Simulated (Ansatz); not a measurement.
# Photoemission of the MXene Sc2C1 with S ends, part 2 of 3

What would XPS and angle-resolved spectra of the MXene Sc2C1 with S ends look like?

Ansatz 0.2.0; DFT, PBEsol, plane-wave PAW, default files, scalar-relativistic.

So far, work function, upper face (eV): step 2 (relaxing the atoms) 6.84.

**3. Bands by layer (continued)**

Maxima picked by a test of local sharpness, so broad peaks and shoulders can be missing; peaks within 0.45 eV of a curve's cut are left out. Valence peaks, by row:

```
photon energy (eV)  binding energy (eV)  height (% of the maximum within 13 eV)  main shell  its share (%)
              21.2                 8.25                                   8.327       Sc 3d          50.66
              21.2                  2.2                                    54.6        S 3p           36.8
              21.2                 0.75                                     100       Sc 3d          38.78
                60                 26.2                                   17.44       Sc 3p          96.14
                60                10.85                                   18.88        S 3s          68.65
                60                 8.25                                   18.16        C 2s          57.56
                60                  2.2                                   52.28       Sc 3d          46.49
                60                 0.75                                     100       Sc 3d          57.58
               600                 26.2                                     329       Sc 3p          99.65
               600                10.85                                   74.71        S 3s          92.57
               600                  8.3                                   28.95        C 2s          68.56
               600                  2.2                                   68.31        S 3p          78.62
               600                  0.8                                     100        S 3p          75.56
              1487                 26.2                                   288.1       Sc 3p          99.63
              1487                10.85                                     100        S 3s          95.37
              1487                 8.35                                   25.58        C 2s           60.7
              1487                 2.25                                   45.88        S 3p          77.91
              1487                  0.8                                   61.99        S 3p           81.2
              5950                 26.2                                     117       Sc 3p          99.32
              5950                10.85                                     100        S 3s          96.71
              5950                 8.45                                   16.74        S 3s          42.88
              5950                 2.25                                   17.72        S 3p           58.7
              5950                 0.85                                   19.88        S 3p          73.71
```

The planar mean, electrostatic potential oscillates, so the rows of the table below give means over windows of 1.56 Å about each position, cut where the curve ends. Its maxima inside the range that stand out by 2 % of the span (Å: eV): 8.1: -4.21, 9.6: -2.96, 10.8: -2.96, 12.3: -4.21. Its minima: 7.7: -5.32, 8.9: -9.98, 10.2: -5.34, 11.5: -9.98, 12.8: -5.32.

From the Fermi level. Planar mean, electrostatic potential against z; means over each step:

z (Å), planar mean, electrostatic potential (eV) and a bar from the least value:
```
     0.78       6.84 ##############################
     2.34       6.84 ##############################
     3.90       6.84 ##############################
     5.46       6.64 ##############################
     7.02      -1.00 #############
     8.58      -6.92 
    10.14      -4.01 ######
    11.70      -6.89 
    13.26      -1.81 ###########
    14.82       6.54 #############################
    16.38       6.84 ##############################
    17.94       6.84 ##############################
    19.50       6.84 ##############################
```

The intensity has structure finer than the step of the table below, so its rows give means over 1 eV, whole bins alone (the curve runs from -28.3 to 1.38 eV). Peaks (eV: height): S K-beta -0.9: 100; S K-beta, E along x -0.9: 103; S K-beta, E along y -0.9: 103; S K-beta, E along z -1.5: 106; S L2,3 -10.8: 99.7.

Shapes are the site's partial DOS without matrix elements, which overweights lines from ligand s bands. The intensity by emission energy less the core level's binding energy, zero at the Fermi level; means over each step; 7 of 10 lines; values in % of the unpolarised maximum:

```csv
emission energy less the core level's binding energy (eV),S K-beta,"S K-beta, E along x","S K-beta, E along y","S K-beta, E along z","S L2,3",Sc L-alpha,C K
-27,0.532,0.526,0.526,0.543,0.423,0.252,0.715
-26,0.648,0.652,0.652,0.640,0.525,0.318,0.931
-25,0.425,0.432,0.432,0.411,0.346,0.191,0.487
-24,0.251,0.255,0.255,0.244,0.256,0.113,0.220
-23,0.179,0.181,0.181,0.176,0.244,0.0865,0.122
-22,0.151,0.152,0.152,0.148,0.264,0.0796,0.0803
-21,0.142,0.143,0.143,0.139,0.304,0.0815,0.0600
-20,0.142,0.143,0.143,0.140,0.365,0.0890,0.0494
-19,0.149,0.150,0.150,0.147,0.455,0.102,0.0439
-18,0.162,0.163,0.163,0.159,0.588,0.121,0.0416
-17,0.180,0.181,0.181,0.176,0.796,0.150,0.0417
-16,0.204,0.206,0.206,0.200,1.14,0.195,0.0439
-15,0.238,0.241,0.241,0.232,1.79,0.271,0.0487
-14,0.288,0.292,0.292,0.279,3.21,0.419,0.0581
-13,0.374,0.383,0.383,0.356,7.50,0.795,0.0799
-12,0.586,0.611,0.611,0.535,30.1,2.37,0.172
-11,0.895,0.916,0.916,0.852,86.2,7.45,0.338
-10,0.815,0.796,0.796,0.849,37.0,4.63,0.209
-9,0.929,0.861,0.861,1.06,9.81,5.24,0.282
-8,1.18,1.14,1.14,1.25,4.90,8.97,0.373
-7,1.48,1.52,1.52,1.40,2.11,2.36,0.263
-6,2.29,2.41,2.41,2.06,1.28,1.22,0.371
-5,4.39,4.75,4.75,3.66,0.896,1.51,0.723
-4,13.5,15.5,15.5,9.34,0.849,5.33,3.54
-3,49.8,56.2,56.2,36.9,2.53,26.9,20.9
-2,78.0,70.1,70.1,93.8,3.65,42.1,40.6
-1,95.6,94.4,94.4,97.8,3.23,81.4,68.6
0,49.6,47.6,47.6,52.1,1.23,34.8,48.0
```

Sums over each group's atoms; left-over states aren't shared out by site. Site centres, by row:

| group | element | shell | occupied states | centre of occupied part (eV) | centre up to the window's top (eV) |
| --- | --- | --- | --- | --- | --- |
| layer 1 | S | 3s | 7.059 | -10.57 | -10.46 |
| layer 1 | S | 3p | 17.71 | -1.788 | -1.356 |
| layer 2 | Sc | 4s | 1.923 | -7.635 | -7.179 |
| layer 2 | Sc | 3p | 23.56 | -26.2 | -26.2 |
| layer 2 | Sc | 3d | 7.493 | -2.681 | 0.8264 |
| layer 3 | C | 2s | 5.963 | -8.2 | -8.095 |
| layer 3 | C | 2p | 12.95 | -1.763 | -0.9746 |
| inner group | Sc | 4s | 1.923 | -7.635 | -7.179 |
| inner group | Sc | 3p | 23.56 | -26.2 | -26.2 |
| inner group | Sc | 3d | 7.493 | -2.681 | 0.8264 |
| other layers | S | 3s | 7.059 | -10.57 | -10.46 |
| other layers | S | 3p | 17.71 | -1.788 | -1.356 |

Window up to 4.4 eV. Shell moments, by row:

```
element  shell  occupied states an atom  centre of occupied part (eV)  rms width of occupied part (eV)  centre up to the window's top (eV)  rms width up to the window's top (eV)
      S     3s                    1.765                        -10.57                            2.416                              -10.46                                  2.714
      S     3p                    4.428                        -1.788                            2.486                              -1.356                                  2.604
     Sc     4s                   0.4808                        -7.635                            4.908                              -7.179                                  5.295
     Sc     3p                     5.89                         -26.2                           0.1351                               -26.2                                 0.1351
     Sc    4p*                   0.1786                        -3.428                            3.649                             -0.8339                                  4.356
     Sc     3d                    1.873                        -2.681                             3.43                              0.8264                                  3.827
      C     2s                    1.491                          -8.2                            2.523                              -8.095                                  2.734
      C     2p                    3.238                        -1.763                            3.549                             -0.9746                                  3.448
```

Shapes are the site's partial DOS without matrix elements, which overweights lines from ligand s bands. Emission peaks, by row:

| line | energy (eV) | height (%) |
| --- | --- | --- |
| S K-beta | -0.9 | 100 |
| S K-beta, E along x | -2.5 | 72.63 |
| S K-beta, E along x | -0.9 | 102.6 |
| S K-beta, E along y | -2.5 | 72.63 |
| S K-beta, E along y | -0.9 | 102.6 |
| S K-beta, E along z | -1.5 | 106.4 |
| S K-beta, E along z | -0.7 | 95.12 |
| S L2,3 | -10.85 | 100 |
| Sc L-alpha | -10.8 | 8.965 |
| Sc L-alpha | -8.2 | 11.35 |
| Sc L-alpha | -2.2 | 44.06 |
| Sc L-alpha | -0.8 | 100 |
| C K | -2.2 | 55.69 |
| C K | -0.65 | 100 |
| C K, E along x | -2.2 | 66.83 |
| C K, E along x | -0.8 | 105.1 |
| C K, E along y | -2.2 | 66.83 |
| C K, E along y | -0.8 | 105.1 |
| C K, E along z | -2.6 | 39.97 |
| C K, E along z | -1.7 | 30.27 |
| C K, E along z | -0.55 | 103 |

The spectra weight each projected shell by its atomic cross section (Dirac–Hartree–Slater) and angular factor, for linear light with the analyser at 54.7° from the polarisation. Broadening, on top of any smearing of the DOS itself: a Gaussian of 0.45 eV and a Lorentzian of 0.05 eV plus 0.08 times the binding energy (full widths), Fermi edge at 77 K. Each atom is damped by exp[−depth/(λ cos θ)], θ = 30° from the normal, λ from the universal curve. Curves are cut 10 eV under the photon energy, above any shell that the free atom's threshold puts out of reach, or at the lower edge of the window: 9.7 eV at 21.2 eV, 28.4 eV at 60 eV, 28.4 eV at 600 eV, 28.4 eV at 1486.7 eV and 28.4 eV at 5950 eV. A star in tables and legends marks shells that hold the states left over by the projection (0.5 % of the filled ones), a stand-in for orbitals that the files don't project on. Dipole terms alone, which is rough above 3 keV; no background, satellites or final-state effects.

Share of each shell in the spectrum's area (%), by photon energy:

| shell | 21.2 eV | 60 eV | 600 eV | 1486.7 eV | 5950 eV |
| --- | --- | --- | --- | --- | --- |
| S 3s | 0.0 | 8.4 | 9.9 | 15.5 | 31.8 |
| S 3p | 32.8 | 20.0 | 13.5 | 10.2 | 6.0 |
| Sc 4s | 0.2 | 0.4 | 0.5 | 0.8 | 2.2 |
| Sc 3p | 0.0 | 16.4 | 70.8 | 70.3 | 57.7 |
| Sc 3d | 35.5 | 39.1 | 2.6 | 0.9 | 0.2 |
| C 2s | 2.8 | 5.4 | 2.3 | 2.1 | 2.0 |
| C 2p | 28.7 | 10.3 | 0.4 | 0.1 | 0.0 |

Cross sections used, in Mb an electron:

```
shell  21.2 eV  60 eV  600 eV  1486.7 eV  5950 eV
 S 3s        -   0.19  0.0063     9.8e-4   3.4e-5
 S 3p      1.1   0.18  0.0034     2.5e-4   2.5e-6
Sc 4s    0.085  0.041  0.0012     2.0e-4   8.6e-6
Sc 3p        -   0.15   0.015     0.0015   2.0e-5
Sc 3d      3.1    1.0  0.0016     5.7e-5   1.7e-7
 C 2s     0.58   0.38  0.0035     3.1e-4   5.1e-6
 C 2p      2.7   0.33  2.7e-4     9.8e-6   4.0e-8
```

Regions along c: top from 11.4 to 17.0 Å, middle from 9.0 to 11.4 Å. The top region's edge passes close to a layer, so the weights are only a guide.

States with weight above 0.08 nearest the zero at K of the zone, within the window kept, -8.0 to 4.0 eV (levels that the program groups as degenerate share a row):

```csv
E (eV),"weight, total","weight, top","weight, middle"
-8.00,1.00,0.04,0.92
-2.64,1.00,0.46,0.08
-2.57,1.00,0.47,0.05
-2.40,2.00,0.62,0.77
-1.45,2.00,0.74,0.51
-0.76,2.00,0.68,0.65
-0.58,1.00,0.16,0.68
```

States with weight above 0.08 nearest the zero at Γ of the zone, within the window kept, -8.0 to 4.0 eV (levels that the program groups as degenerate share a row):

```
E (eV)  weight, total  weight, top  weight, middle
 -3.27           1.00         0.34            0.33
 -1.69           1.00         0.46            0.08
 -1.07           2.00         0.57            0.86
 -0.19           2.00         0.93            0.14
  0.69           1.00         0.28            0.44
  1.40           2.00         0.56            0.89
  3.10           2.00         0.58            0.84
  3.46           1.00         0.32            0.36
```

States with weight above 0.08 nearest the zero at M of the zone, within the window kept, -8.0 to 4.0 eV (levels that the program groups as degenerate share a row):

```
E (eV)  weight, total  weight, top  weight, middle
 -3.64           1.00         0.35            0.29
 -3.00           1.00         0.48            0.03
 -2.17           1.00         0.27            0.46
 -1.35           1.00         0.45            0.10
 -1.03           1.00         0.31            0.37
 -0.99           1.00         0.26            0.47
 -0.64           1.00         0.47            0.06
 -0.12           1.00         0.28            0.44
  0.20           1.00         0.22            0.55
  1.80           1.00         0.32            0.36
```

The largest force component on a free atom is 0.002 eV/Å, so the atoms are at rest for these settings too. At the Fermi level the DOS is 14.07 states/eV a cell, and on the broadened curves S 3p holds 43 % of the total there.

**4. Core levels by total-energy differences**

One site of each element is chosen, so the run gives levels and no shifts between sites. Each chosen atom gets a core hole in a self-consistent pass of its own.

input.yaml reads:

```yaml
crystal:
  lattice:
    - [6.909753349, 0.0, 0.0]
    - [-3.4548766745, 5.9840219341, 0.0]
    - [0.0, 0.0, 20.4]
  atoms:
    - { symbol: S, position: [0.0, 0.0, 0.6362884813] }
    - { symbol: S, position: [0.0, 0.5, 0.6362884813] }
    - { symbol: S, position: [0.5, 0.0, 0.6362884813] }
    - { symbol: S, position: [0.5, 0.5, 0.6362884813] }
    - { symbol: Sc, position: [0.3333333333, 0.6666666667, 0.5650537658] }
    - { symbol: Sc, position: [0.3333333333, 0.1666666667, 0.5650537658] }
    - { symbol: Sc, position: [0.8333333333, 0.6666666667, 0.5650537658] }
    - { symbol: Sc, position: [0.8333333333, 0.1666666667, 0.5650537658] }
    - { symbol: C, position: [0.1666666667, 0.3333333333, 0.5] }
    - { symbol: C, position: [0.1666666667, 0.8333333333, 0.5] }
    - { symbol: C, position: [0.6666666667, 0.3333333333, 0.5] }
    - { symbol: C, position: [0.6666666667, 0.8333333333, 0.5] }
    - { symbol: Sc, position: [0.0, 0.0, 0.4349462342] }
    - { symbol: Sc, position: [0.0, 0.5, 0.4349462342] }
    - { symbol: Sc, position: [0.5, 0.0, 0.4349462342] }
    - { symbol: Sc, position: [0.5, 0.5, 0.4349462342] }
    - { symbol: S, position: [0.3333333333, 0.6666666667, 0.3637115187] }
    - { symbol: S, position: [0.3333333333, 0.1666666667, 0.3637115187] }
    - { symbol: S, position: [0.8333333333, 0.6666666667, 0.3637115187] }
    - { symbol: S, position: [0.8333333333, 0.1666666667, 0.3637115187] }
kpoints:
  mp_grid: { grid: [6, 6, 1] }
scf:
  occupations: { method: fermi_dirac, width: 0.05 }
  n_extra_bands: 16
hamiltonian:
  xc: pbesol
  pseudopotentials: { kind: paw }
output:
  forces: true
  write_potential: true
  volumetric_format: []
  core_levels:
    shells: { C: "1s", S: "2p", Sc: "2p" }
    counted_from: fermi_level
    add_spin: false
```

On the command line:

```sh
$ ansatz run input.yaml --threads 4 --pin off --max-ram 14336MiB --backend cpu --events-out ev --progress --plain --runs-dir out
```

Wall time 51 s (4 threads of Arm Neoverse V2, shared host); peak memory 2.4 GiB.

Each level is the free energy with the hole less that without it. The electron goes to the Fermi level, so the difference is a binding energy from E_F. The hole's nearest image is 6.9 Å away, and the holes carry no spin, so absolute levels are rough.

```
atom   region  shell  level (eV)  shift (eV)     j lines (eV)  doubts
  S1  layer 1     2p      159.21           -  160.02 / 158.81       -
 Sc5  layer 2     2p      396.85           -  399.85 / 395.34       -
  C9  layer 3     1s      278.77           -                -       -
```

Levels of p, d and f shells are means over their two j lines, weighted by degeneracy; the splitting comes from the atom's own solve. 

(Part 2 of 3 ends here.)

[Logs are printed without paths, hosts, clocks, repeated set-up lines and the standing remarks that a program may print on its own settings, such as how far it seeks lower states.]

[Hosts, paths, dates, database ids (printed as entryN), source tags and the programs' standing remarks are cut or masked in the printed files.]

[Maps of the electrostatic potential energy from Ansatz leave out the sawtooth potential of an applied field or a dipole correction, so their vacuum need not be flat; work functions include it.]
